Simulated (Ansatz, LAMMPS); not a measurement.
**Ionic liquid triethylsulfonium TFSI- with water, from a frame at 300 K (120 atoms): geometry optimisation**

Aim: bring ionic liquid triethylsulfonium TFSI- with water, from a frame at 300 K (120 atoms) to a nearby minimum of the energy and see what moves.

Program: Ansatz 0.2.0. Level of theory: Kohn-Sham DFT, PBE+D4, PAW (set soft_2), plane waves. Results are calculated unless marked as measured.

## 1. Starting point

The cell holds 120 atoms: 24 C, 9 S, 51 H, 3 N, 15 O and 18 F. Its edges and angles: a = 11.473 Å, b = 11.473 Å, c = 11.473 Å, α = 90.0°, β = 90.0°, γ = 90.0°. 3 triethylsulfonium, 3 TFSI-, 3 H2O placed at random, at 1.38 g/cm³; overlaps pushed apart, then 10 ps at 700 K with MMFF94 bonds, angles, torsions, charges and radii (Halgren, J. Comput. Chem. 17, 490 (1996)) in harmonic and 12-6 forms; SPC/E water (Berendsen, Grigera and Straatsma, J. Phys. Chem. 91, 6269 (1987)); charges of ions scaled by 0.8. Snapshot after 30 ps at 300 K and fixed volume.

What the set-up can't give: The network of contacts between molecules at the start is that of the classical potential that made the cell. Sampling is at Γ alone, for a cell whose shortest periodic width is 11 Å.

## 2. The classical run that made the cell

A classical potential makes the cell, at a small fraction of what the same run would cost in DFT.

This step: classical MD, MMFF94 bonds, angles, torsions, charges and radii (Halgren, J. Comput. Chem. 17, 490 (1996)) in harmonic and 12-6 forms; SPC/E water (Berendsen, Grigera and Straatsma, J. Phys. Chem. 91, 6269 (1987)); charges of ions scaled by 0.8 (LAMMPS 22 Jul 2025 - Update 4).

in.lmp

```
# ionic liquid triethylsulfonium TFSI- with water
units real
atom_style full
boundary p p p
bond_style harmonic
angle_style harmonic
dihedral_style opls
improper_style harmonic
special_bonds lj 0 0 0.5 coul 0 0 0.75
read_data data.lmp
neigh_modify delay 0 every 1 check yes one 4000
comm_modify cutoff 12.0
timestep 0.5
thermo_style custom step time temp pe press density
thermo_modify norm yes
# push overlapping molecules apart
pair_style soft 2.6
pair_coeff * * 0.0
variable a equal ramp(1,60)
fix ad all adapt 1 pair soft a * * v_a
velocity all create 700 449863 mom yes dist gaussian
fix lim all nve/limit 0.03
fix lan all langevin 700 700 50 449864 zero yes
thermo 1000
run 3000 post no
unfix ad
pair_style lj/cut/coul/long 9.0
pair_modify mix arithmetic tail yes
pair_coeff 1 1 0.0678 3.3680   # C
pair_coeff 2 2 0.2681 3.6400   # S
pair_coeff 3 3 0.0216 2.5400   # H
pair_coeff 4 4 0.0721 3.5530   # N
pair_coeff 5 5 0.2681 3.4180   # S
pair_coeff 6 6 0.0763 3.0960   # O
# [... 22 lines left out ...]
compute msd all msd com yes
thermo 7500
fix md all nvt temp 300 300 100
run 30000 post no
print "== T300: mean square displacement over the hold $(c_msd[4]:%.2f) A^2"
unfix md
uncompute msd
write_dump all custom T300.dump id type xs ys zs modify sort id
```

On the command line:

```
$ lmp -in in.lmp -log none -nocite
```

Numbers of over 12 decimals in the logs are rounded to 6 here.

The log of the run:

```text
LAMMPS (22 Jul 2025 - Update 4)
Reading data file ...
  orthogonal box = (0 0 0) to (11.4726 11.4726 11.4726)
  120 atoms
  orthogonal box = (0 0 0) to (11.4726 11.4726 11.4726)
  111 bonds
  195 angles
  207 dihedrals
WARNING: Bond/angle/dihedral extent > half of periodic box length
   Step          Time           Temp          PotEng         Press         Density
         0   0              700            0.79464232    -8168.97        1.3769985
      1000   500            584.24831      2.4757733      22825.516      1.3769985
      2000   1000           576.30763      2.2175439      24824.23       1.3769985
      3000   1500           665.98489      2.0584853      21457.292      1.3769985
WARNING: Bond/angle/dihedral extent > half of periodic box length
Loop time of 0.346832 s on 1 MPI rank(s) for 3000 steps with 120 atoms
PPPM initialization ...
  G vector (1/distance) = 0.28413552
  grid = 6 6 6
  estimated relative force accuracy = 5.1401939e-05
WARNING: Bond/angle/dihedral extent > half of periodic box length
   Step          Time           Temp          PotEng         Press         Density
      3000   1500           665.98489      3.4748306      15336.137      1.3769985
[... 17 lines left out ...]
Loop time of 1.21113 s on 1 MPI rank(s) for 2000 steps with 120 atoms
WARNING: Bond/angle/dihedral extent > half of periodic box length
   Step          Time           Temp          PotEng         Press         Density
      2000   1000           652.74414      2.7450298     -2591.5355      1.3769985
[... 5 lines left out ...]
WARNING: Bond/angle/dihedral extent > half of periodic box length
Loop time of 6.75628 s on 1 MPI rank(s) for 10000 steps with 120 atoms
WARNING: Bond/angle/dihedral extent > half of periodic box length
   Step          Time           Temp          PotEng         Press         Density
[... 4 lines left out ...]
WARNING: Bond/angle/dihedral extent > half of periodic box length
Loop time of 3.41069 s on 1 MPI rank(s) for 5000 steps with 120 atoms
WARNING: Bond/angle/dihedral extent > half of periodic box length
   Step          Time           Temp          PotEng         Press         Density
[... 2 lines left out ...]
     30000   29000          316.84309      1.8657069     -5492.9472      1.3769985
     37500   36500          329.59791      1.8623506      1329.063       1.3769985
     45000   44000          308.75127      1.8725039     -3860.0125      1.3769985
     47000   46000          331.70473      1.9767425      662.12891      1.3769985
WARNING: Bond/angle/dihedral extent > half of periodic box length
Loop time of 18.5092 s on 1 MPI rank(s) for 30000 steps with 120 atoms
== T300: mean square displacement over the hold 7.32 A^2
```

Elapsed: 31 s, on 1 thread of AMD EPYC 7R43, shared host; peak memory 0.12 GiB.

The input also reads data.lmp (atoms, bonds and types; not printed here).

## 3. Single point at the start

A single point comes first, to see the forces before anything moves.

input.yaml

```yaml
crystal:
  lattice:
    - [11.4726, 0.0, 0.0]
    - [0.0, 11.4726, 0.0]
    - [0.0, 0.0, 11.4726]
  atoms:
    - { symbol: C, position: [0.37338, 0.1622, 0.71539] }
    - { symbol: C, position: [0.24719, 0.12624, 0.74485] }
    - { symbol: S, position: [0.25307, 0.97179, 0.78134] }
    - { symbol: C, position: [0.09562, 0.95965, 0.80866] }
    - { symbol: C, position: [0.06083, 0.00993, 0.92693] }
    - { symbol: C, position: [0.24247, 0.92502, 0.62857] }
    - { symbol: C, position: [0.27849, 0.79454, 0.62822] }
    - { symbol: H, position: [0.43381, 0.14762, 0.78857] }
    - { symbol: H, position: [0.40066, 0.12237, 0.6312] }
    - { symbol: H, position: [0.36701, 0.26134, 0.70978] }
    - { symbol: H, position: [0.20954, 0.1736, 0.80982] }
    - { symbol: H, position: [0.18873, 0.13756, 0.67116] }
    - { symbol: H, position: [0.04468, 0.00615, 0.73871] }
    - { symbol: H, position: [0.08133, 0.87054, 0.803] }
    - { symbol: H, position: [0.06553, 0.10605, 0.92184] }
    - { symbol: H, position: [0.12296, 0.98647, 0.99741] }
    - { symbol: H, position: [0.97157, 0.99185, 0.95063] }
    - { symbol: H, position: [0.15338, 0.93403, 0.59008] }
    - { symbol: H, position: [0.31325, 0.96747, 0.5852] }
    - { symbol: H, position: [0.37224, 0.78926, 0.66502] }
    - { symbol: H, position: [0.26688, 0.76363, 0.53158] }
    - { symbol: H, position: [0.22691, 0.7384, 0.68521] }
    - { symbol: C, position: [0.44102, 0.73828, 0.36478] }
    - { symbol: C, position: [0.50592, 0.80146, 0.27292] }
    - { symbol: S, position: [0.41535, 0.80285, 0.1352] }
    - { symbol: C, position: [0.43266, 0.65064, 0.10561] }
    - { symbol: C, position: [0.37894, 0.62505, 0.98299] }
    - { symbol: C, position: [0.53457, 0.84891, 0.03475] }
    - { symbol: C, position: [0.47966, 0.90944, 0.92963] }
    - { symbol: H, position: [0.43346, 0.64615, 0.34655] }
    - { symbol: H, position: [0.35315, 0.77449, 0.35607] }
    - { symbol: H, position: [0.48846, 0.74654, 0.44708] }
    - { symbol: H, position: [0.5876, 0.76048, 0.2537] }
    - { symbol: H, position: [0.51768, 0.88628, 0.29969] }
    - { symbol: H, position: [0.38185, 0.60443, 0.16853] }
    - { symbol: H, position: [0.52204, 0.62465, 0.12455] }
    - { symbol: H, position: [0.37641, 0.53477, 0.96603] }
    - { symbol: H, position: [0.29264, 0.66126, 0.97345] }
    - { symbol: H, position: [0.44502, 0.66894, 0.92311] }
    - { symbol: H, position: [0.59027, 0.91051, 0.07662] }
    - { symbol: H, position: [0.58591, 0.77341, 0.01597] }
    - { symbol: H, position: [0.42655, 0.84581, 0.8782] }
    - { symbol: H, position: [0.54222, 0.94089, 0.86419] }
    - { symbol: H, position: [0.41722, 0.97632, 0.95569] }
    - { symbol: C, position: [0.26016, 0.45413, 0.49036] }
    - { symbol: C, position: [0.24461, 0.4167, 0.36215] }
    - { symbol: S, position: [0.23953, 0.26209, 0.34273] }
    - { symbol: C, position: [0.22574, 0.27015, 0.19025] }
    - { symbol: C, position: [0.33663, 0.2225, 0.13057] }
    - { symbol: C, position: [0.07743, 0.25486, 0.37317] }
    - { symbol: C, position: [0.04776, 0.12735, 0.37291] }
    - { symbol: H, position: [0.27646, 0.54931, 0.50097] }
    - { symbol: H, position: [0.1813, 0.44418, 0.53046] }
    - { symbol: H, position: [0.32147, 0.39661, 0.53794] }
    - { symbol: H, position: [0.17852, 0.45705, 0.31194] }
    - { symbol: H, position: [0.32161, 0.44656, 0.31501] }
    - { symbol: H, position: [0.15569, 0.21704, 0.16284] }
    - { symbol: H, position: [0.21427, 0.35829, 0.16521] }
    - { symbol: H, position: [0.3513, 0.12662, 0.14727] }
    - { symbol: H, position: [0.33315, 0.2337, 0.04385] }
    - { symbol: H, position: [0.40812, 0.27598, 0.16663] }
    - { symbol: H, position: [0.06293, 0.29707, 0.45493] }
    - { symbol: H, position: [0.03032, 0.30973, 0.30433] }
    - { symbol: H, position: [0.95256, 0.12586, 0.39162] }
    - { symbol: H, position: [0.08816, 0.07361, 0.43968] }
    - { symbol: H, position: [0.05692, 0.08447, 0.29211] }
    - { symbol: "N", position: [0.91694, 0.68742, 0.31678] }
    - { symbol: S, position: [0.04825, 0.68102, 0.28767] }
    - { symbol: O, position: [0.08238, 0.60375, 0.19387] }
    - { symbol: O, position: [0.12651, 0.68152, 0.3836] }
    - { symbol: C, position: [0.05908, 0.81985, 0.21324] }
    - { symbol: F, position: [0.13215, 0.88979, 0.26993] }
    - { symbol: F, position: [0.95802, 0.87457, 0.2034] }
    - { symbol: F, position: [0.09511, 0.81459, 0.10266] }
    - { symbol: S, position: [0.8847, 0.76158, 0.42866] }
    - { symbol: O, position: [0.95736, 0.86527, 0.4358] }
    - { symbol: O, position: [0.76115, 0.77799, 0.45018] }
    - { symbol: C, position: [0.93943, 0.6782, 0.5516] }
    [... 36 atom lines left out ...]
    - { symbol: O, position: [0.61286, 0.16256, 0.90943] }
    - { symbol: H, position: [0.68715, 0.11766, 0.90153] }
    - { symbol: H, position: [0.63065, 0.24782, 0.91272] }
    - { symbol: O, position: [0.71816, 0.92303, 0.65014] }
    - { symbol: H, position: [0.71481, 0.86798, 0.58264] }
    - { symbol: H, position: [0.74248, 0.00191, 0.62212] }
kpoints:
  mp_grid: { grid: [1, 1, 1] }
hamiltonian:
  xc: pbe
  dispersion: d4
scf:
  occupations: { method: fixed }
output:
  forces: true
  stress: true
  populations: true
  dos:
    method: { smearing: { sigma: 0.08 } }
    de: 0.1
    projected: { site_lists: { C: [C], F: [F], H: [H], "N": ["N"], O: [O] } }
  eigenvalues: true
```

On the command line:

```
$ ansatz run input.yaml --threads 4 --pin off --max-ram 8192MiB --backend cpu --events-out ev --progress --plain --runs-dir out
```

The log of the run:

```text
Engine: ansatz 0.2.0, x86_64-unknown-linux-gnu
Pseudopotentials: kind: paw
Pseudopotential: C, paw, valence charge 4, recommended cutoff 420 eV (normal), C.paw.azcp
Pseudopotential: S, paw, valence charge 6, recommended cutoff 420 eV (normal), S.paw.azcp
Pseudopotential: H, paw, valence charge 1, recommended cutoff 420 eV (normal), H.paw.azcp
Pseudopotential: N, paw, valence charge 5, recommended cutoff 420 eV (normal), N.paw.azcp
Pseudopotential: O, paw, valence charge 6, recommended cutoff 420 eV (normal), O.paw.azcp
Pseudopotential: F, paw, valence charge 7, recommended cutoff 420 eV (normal), F.paw.azcp
[... 5 lines on functional and potentials left out ...]
Crystal: 120 atoms, lattice volume = 1510.030 Å³
Basis set: ecut = 420 eV, 29423 PW (Γ), exchange–correlation on 160×160×160 points (8 copies of the dense FFT grid, shifted against one another)
Bands: 336, of which v1, the nominal top of the filled ones, is band 216 counted from 1 (215 counted from 0)
Symmetry: 1 space group operations
Space group: P1 (ITA 1), of the structure as read, at distance tolerance 1.1e-4 Å
k-points: 1
[... 13 lines on functional and potentials left out ...]
Initial density: superposition of atomic densities (neutral atoms: chi_scale 0, normalization atom), corrected by the library's trained network
Initial wavefunctions: pseudopotential atomic-orbital guess
Functional: x = pbe(κ = 0.804, μ = 0.219515), c = pbe(β = 0.066725)
SCF iter   1: F=—  HF=-39151.085312 eV  |F-HF|=—  |Δ(HF+E_count)|=         —  Δρ=5.96e-3  dr2=9.23e-1  ethr=1.77e-3  ⟨swp⟩=5.0  Hψ=1248  notcnv=0  defer=117
preconditioner: auto → Resta (q_TF=auto, 2.215 Å⁻¹)  ε∞=2.6  [insulator: Δε(μ)=3.967 eV  Ē_g=15.267 eV  n_scr=256 (ndim 8)  ℏωp=19.0 eV  f_vac=0.308  ε∞_Penn≈2.6]
SCF iter   2: F=—  HF=-39150.815386 eV  |F-HF|=—  |Δ(HF+E_count)|=   2.70e-1  Δρ=3.03e-3  dr2=1.81e-1  ethr=2.14e-4  ⟨swp⟩=2.0  Hψ=572  notcnv=0  defer=118
SCF iter   3: F=—  HF=-39150.786673 eV  |F-HF|=—  |Δ(HF+E_count)|=   2.87e-2  Δρ=1.44e-3  dr2=5.39e-2  ethr=4.18e-5  ⟨swp⟩=2.0  Hψ=417  notcnv=0  defer=118
SCF iter   4: F=—  HF=-39150.773124 eV  |F-HF|=—  |Δ(HF+E_count)|=   1.35e-2  Δρ=6.03e-4  dr2=8.59e-3  ethr=1.25e-5  ⟨swp⟩=2.0  Hψ=422  notcnv=0  defer=118
SCF iter   5: F=—  HF=-39150.770976 eV  |F-HF|=—  |Δ(HF+E_count)|=   2.15e-3  Δρ=3.65e-4  dr2=2.25e-3  ethr=1.99e-6  ⟨swp⟩=2.0  Hψ=421  notcnv=0  defer=118
SCF iter   6: F=—  HF=-39150.770477 eV  |F-HF|=—  |Δ(HF+E_count)|=   4.99e-4  Δρ=1.26e-4  dr2=2.77e-4  ethr=5.22e-7  ⟨swp⟩=2.0  Hψ=420  notcnv=0  defer=114
SCF iter   7: F=—  HF=-39150.770452 eV  |F-HF|=—  |Δ(HF+E_count)|=   2.51e-5  Δρ=5.20e-5  dr2=4.13e-5  ethr=6.42e-8  ⟨swp⟩=2.0  Hψ=418  notcnv=0  defer=114
SCF iter   8: F=—  HF=-39150.770343 eV  |F-HF|=—  |Δ(HF+E_count)|=   1.10e-4  Δρ=2.68e-5  dr2=1.02e-5  ethr=9.57e-9  ⟨swp⟩=2.0  Hψ=420  notcnv=0  defer=114
SCF iter   9: F=—  HF=-39150.770342 eV  |F-HF|=—  |Δ(HF+E_count)|=   7.55e-7  Δρ=7.86e-6  dr2=9.29e-7  ethr=2.37e-9  ⟨swp⟩=2.0  Hψ=419  notcnv=0  defer=114
SCF iter  10: F=—  HF=-39150.770342 eV  |F-HF|=—  |Δ(HF+E_count)|=   1.91e-7  Δρ=3.40e-6  dr2=1.74e-7  ethr=2.15e-10  ⟨swp⟩=2.0  Hψ=415  notcnv=0  defer=114
SCF iter  11: F=-39150.770342 eV  HF=-39150.770342 eV  |F-HF|=1.50e-8  |Δ(HF+E_count)|=   1.68e-8  Δρ=1.48e-6  dr2=3.28e-8  ethr=2.31e-11  ⟨swp⟩=16.0  Hψ=2485  notcnv=0
SCF 1 converged in 11 iterations: F = -39150.770342 eV  dr2 = 3.28e-8
  greatest PAW one-centre occupation: 0.935 electrons in one spin orbital (limit 2), on the F atom at site 95 (counted from 0), in its partial waves of l = 0
SCF converged after 11 iterations
Free energy (F): -39150.770342 eV
Harris-Foulkes:  -39150.770342 eV  (|F-HF|=1.50e-8)
Internal energy: -39150.770342 eV  (E = F + TS)
E sigma→0 (E₀):  -39150.770342 eV
Fermi energy:    -0.131775 eV
--- Per-component energies (eV) ---
  E_band       = -3878.655428
  E_kinetic    = 10647.980153
  E_local      = -45392.192342  (includes V_loc(G=0)·N_el)
  E_nonlocal   = 3154.725396
  E_hartree    = 18010.352267
  E_xc         = -5200.297098
  E_vxc        = -6277.946750  (∫ρ·V_xc dr)
  E_paw        = -14181.728379  (= ΣΔE_a)
  E_vpaw       = -2031.929520  (= ΣTr[D̂ρ^β])
  E_aug_tail   = 0.005360  (compensation charges beyond the density's cutoff)
  E_ewald      = -6182.877887
  E_disp       = -6.737813  (pairwise vdW)
  E_smearing   = -0.000000  (= −TS)
  E_closure    = 0.000000  (closes the sum)
  Σ components = -39150.770342   (vs F -39150.770342, Δ=0.00e0)
--- Forces (eV/Å), atoms counted from 1 ---
  atom   1  C     -0.99455133     1.66314722     0.08974433
  atom   2  C      2.65208435    -1.15109777    -1.94019767
  atom   3  S     -2.50923021     1.31204890    -1.47811658
  atom   4  C     -0.62766423     1.76862579     0.64038128
  atom   5  C      1.44370911     1.13230092    -0.03076632
  atom   6  C      0.07929940    -2.53381380     0.57415120
  atom   7  C      1.06588565    -0.02494416    -1.05058298
  atom   8  H      0.12512594    -0.27257187    -0.31731496
  atom   9  H      0.20466416     0.48082702     0.66447372
  atom  10  H      0.46180732    -1.12890176    -0.43837371
  atom  11  H     -0.94950393     1.41374088     2.67828048
  atom  12  H     -0.12546023    -0.35416934    -0.37039313
  atom  13  H      0.78964110    -0.50465653     0.36165210
  atom  14  H     -0.63169300    -2.24184830    -0.13703903
[...]
atom 119  H      0.34324328     1.00216490     0.63723463
  atom 120  H     -0.43784400    -1.13262246     0.03022489
  max |Σ_I F_I| component: 7.62e-5 eV/Å
--- Stress (GPa, compression-positive) ---
        0.561591       1.044525      -1.472869
        1.044525       1.778343       0.418784
       -1.472869       0.418785       1.975243
  P = ⅓ Tr σ = 1.4384 GPa (14.384 kbar)
--- Band table (eV) ---
  k-point 0: bands = ["-27.9564", "-27.8076", "-27.6478", "-27.1856", [... 320 levels ...], "10.1860", "10.2060", "10.2823", "10.2955", "10.3476", "10.3787", "10.4339", "10.4740", "10.4964", "10.5245", "10.5887", "10.6289"]
--- Löwdin populations: 120 sites ---
  site symbol       q [e]
     0      C      4.4456
     1      C      4.3569
     2      S      5.2268
[...]
119      H      0.5993
  spilling = 0.015473 (of n_electrons = 432.000000)
```

Run time: 24 s. Hardware: 4 threads of AMD EPYC 7R43, shared host; peak memory 1.8 GiB.

Read from the output:

* free energy: -39150.7703 eV
* free energy per atom: -326.2564 eV/atom
* SCF cycles: 11
* pressure: 1.438 GPa
* r.m.s. force component: 1.038 eV/Å
* longest force: 4.485 eV/Å
* Fermi energy: -0.1318 eV
* gap (highest filled to lowest empty level): 2.988 eV
* spilling of the projection: 0.01547

The r.m.s. force component of 1.0 eV/Å and the pressure of 1.4 GPa set the starting point.

Neighbours are counted within 1.34 Å (H-C), 1.21 Å (H-O), 1.85 Å (C-C), 1.62 Å (C-F), 2.21 Å (C-S), 1.88 Å (O-S), 2.02 Å (S-N).

Length of the force by element and coordination:

```
element  coordination  atoms  mean length of the force (eV/Å)  spread  least   most
      C           all     24                             2.37   0.842  0.797   4.31
      F           all     18                             1.27   0.564  0.299   2.34
      H           all     51                             1.18   0.753  0.308   3.86
      N           all      3                             1.98   0.519   1.25   2.41
      O           all     15                             1.10   0.592  0.402   2.30
      O             1     12                             1.22   0.591  0.511   2.30
      O             2      3                            0.598   0.202  0.402  0.876
      S           all      9                             2.51   0.955   1.22   4.48
      S             3      3                             2.67   0.374   2.35   3.19
      S             4      6                             2.43    1.13   1.22   4.48
```

[end of part 1 of 4]

[Logs are printed without paths, hosts, clocks, repeated set-up lines and the standing remarks that a program may print on its own settings, such as how far it seeks lower states.]

[Hosts, paths, dates, database ids (printed as entryN), source tags and the programs' standing remarks are cut or masked in the printed files.]

[The MMFF94 radii named for the starting cell were scaled by 0.96; in molecules described by MMFF94, hydrogen bound to N, O or S took a small fixed 12-6 site in their place.]
